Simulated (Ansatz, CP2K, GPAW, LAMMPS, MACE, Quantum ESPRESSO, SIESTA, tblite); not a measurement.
# Which run comes nearest? Aqueous Ca2+ and HSO4-, 2.3 mol of salt per kg of water at 360 K (85 atoms)

Density of this cell: 1.36 g/cm³. The cell holds 85 atoms: 32 O, 2 S, 50 H and 1 Ca. Cell: a = 9.346 Å, b = 9.346 Å, c = 9.346 Å, α = 90.0°, β = 90.0°, γ = 90.0°. 24 H2O, 1 Ca2+, 2 HSO4- placed at random, at 1.36 g/cm³; overlaps pushed apart, then 10 ps at 420 K with divalent ions of Li, Roberts, Chakravorty and Merz (J. Chem. Theory Comput. 9, 2733 (2013)); MMFF94 bonds, angles, torsions, charges and radii (Halgren, J. Comput. Chem. 17, 490 (1996)) in harmonic and 12-6 forms; SPC/E water (Berendsen, Grigera and Straatsma, J. Phys. Chem. 91, 6269 (1987)). Snapshot after 20 ps at 360 K and fixed volume.

Geometry: as built.

The reference, a calculation:

```
method                                           : Kohn-Sham DFT, PBE, SSSP efficiency 1.3.0 pseudopotentials, plane waves (Quantum ESPRESSO 7.5); sssp-pbe-1.3.0-efficiency, cutoffs 60/480 Ry, Γ point
r.m.s. force component                           : 0.6261 eV/Å
longest force                                    : 2.241 eV/Å
pressure                                         : -1.035 GPa
gap (highest filled to lowest empty level) : 4.103 eV
time                                             : 2 min on 2 MPI ranks of Arm Neoverse V1, shared host
CPU time                                         : 4.1 min
```

Q: Estimate the differences from the reference, the CPU time and the memory of each run.
- CP2K PBE, DZVP-MOLOPT-SR, 600/50 Ry, diagonalisation (CP2K 2026.2; 2 threads)
- SIESTA PBE, DZP, shift 0.01 Ry, mesh 500 Ry (SIESTA 5.4.2; 2 MPI ranks)
- GPAW PBE, LCAO szp(dzp), h 0.18 Å (GPAW 26.7.0; 1 thread)
- SIESTA PBE, SZP, shift 0.01 Ry, mesh 500 Ry (SIESTA 5.4.2; 2 MPI ranks)
- GPAW PBE, LCAO dzp, h 0.18 Å (GPAW 26.7.0; 1 thread)
- QE PBE, gbrv-1.5, 40/200 Ry (Quantum ESPRESSO 7.5; 2 MPI ranks)
- CP2K PBE, DZVP-UZH, 600/50 Ry, diagonalisation (CP2K 2026.2; 4 MPI ranks)
- CP2K PBE, DZVP-UZH, 210/50 Ry, diagonalisation (CP2K 2026.2; 2 threads)
- tblite GFN1-xTB (tblite 0.8.0; 1 thread)
- MACE MP-0b2 small potential (MACE MP-0b2 small; 1 thread)

Differences are against the plane-wave reference, forces as r.m.s. over components; share is that over the reference's r.m.s. force, slope the least-squares factor from reference forces to these. Total energies of different programs have different zeros and aren't compared.

| run | Δ force, r.m.s. (meV/Å) | share (%) | slope | Δ pressure (GPa) | Δ gap (eV) | cores | CPU time | memory (GiB) |
| --- | --- | --- | --- | --- | --- | --- | --- | --- |
| reference | - | - | - | - | - | 2 | 4.1 min | 2.0 |
| CP2K PBE, DZVP-MOLOPT-SR, 600/50 Ry, diagonalisation | 78.5 | 12.5 | 1.003 | 0.691 | 1.28 | 2 | 3.5 min | 2.5 |
| SIESTA PBE, DZP, shift 0.01 Ry, mesh 500 Ry | 244 | 38.9 | 0.812 | 0.0345 | 0.263 | 2 | 2 min | 1.2 |
| GPAW PBE, LCAO szp(dzp), h 0.18 Å (coarse) | 1588 | 254 | -0.473 | - | 0.754 | 1 | 45 s | 0.79 |
| SIESTA PBE, SZP, shift 0.01 Ry, mesh 500 Ry (coarse) | 1452 | 232 | -0.272 | 6.60 | 0.888 | 2 | 1.9 min | 1.1 |
| GPAW PBE, LCAO dzp, h 0.18 Å | 481 | 76.9 | 0.658 | - | 0.198 | 1 | 54 s | 0.82 |
| QE PBE, gbrv-1.5, 40/200 Ry | 202 | 32.3 | 0.795 | 1.44 | 0.0321 | 2 | 87 s | 0.74 |
| CP2K PBE, DZVP-UZH, 600/50 Ry, diagonalisation | 138 | 22.1 | 0.916 | 1.50 | 0.129 | 4 | 3.6 min | 3.4 |
| CP2K PBE, DZVP-UZH, 210/50 Ry, diagonalisation (coarse) | 194 | 31.0 | 0.909 | 1.85 | 0.0874 | 2 | 2.3 min | 0.68 |
| tblite GFN1-xTB | 353 | 56.4 | 1.127 | -3.29 | - | 1 | 3.2 s | 0.15 |
| MACE MP-0b2 small potential | 86.7 | 13.9 | 0.922 | 0.0139 | - | 1 | 7.3 s | 0.67 |

Rows marked coarse were listed beforehand as settings not expected to be converged; some can still land near the reference.

Times of the machine-learned potentials are mostly Python's start and the loading of weights.

CPU time is summed over cores on a shared host, where runs went side by side, so it is rough. Symmetry, cutoffs, thresholds, outputs and thread counts weren't matched or tuned between programs; memory under MPI is the largest rank's times the ranks.

PBE on plane waves or a grid with other potentials, cutoffs or grids, coarse settings apart, differs from the reference by 32 % (QE PBE, gbrv-1.5, 40/200 Ry) of the r.m.s. force; potentials, valence shells or grid differ, and the table alone doesn't part them. The PBE runs in local orbitals, coarse settings apart, differ by 13 % (CP2K PBE, DZVP-MOLOPT-SR, 600/50 Ry, diagonalisation) to 77 % (GPAW PBE, LCAO dzp, h 0.18 Å); basis, grid and potentials can all enter. Tight binding differs by 56 % (tblite GFN1-xTB); it is another model, with fitted parameters of its own, and the xTB methods hold dispersion. Machine-learned potentials differ by 14 % (MACE MP-0b2 small potential); they were trained on other programs' data. Periodic xTB results under one method name differ between programs and library versions. With short bonds to hydrogen, sets of potentials differ among themselves by several per cent in forces even at converged cutoffs, so the reference isn't exact here either. GBRV, made for solids, lies farthest in such cells, whatever the cutoff. Machine-learned potentials mimic data converged in k, so the reference's own k-point error enters their differences. The network of contacts between molecules at the start is that of the classical potential that made the cell, and needn't be the one that DFT or experiment would give. The electronic-structure runs sample only Γ, in a cell whose shortest periodic width is 9 Å.

[Logs are printed without paths, hosts, clocks, repeated set-up lines and the standing remarks that a program may print on its own settings, such as how far it seeks lower states.]

[Hosts, paths, dates, database ids (printed as entryN), source tags and the programs' standing remarks are cut or masked in the printed files.]

[The MMFF94 radii named for the starting cell were scaled by 0.96; in molecules described by MMFF94, hydrogen bound to N, O or S took a small fixed 12-6 site in their place.]
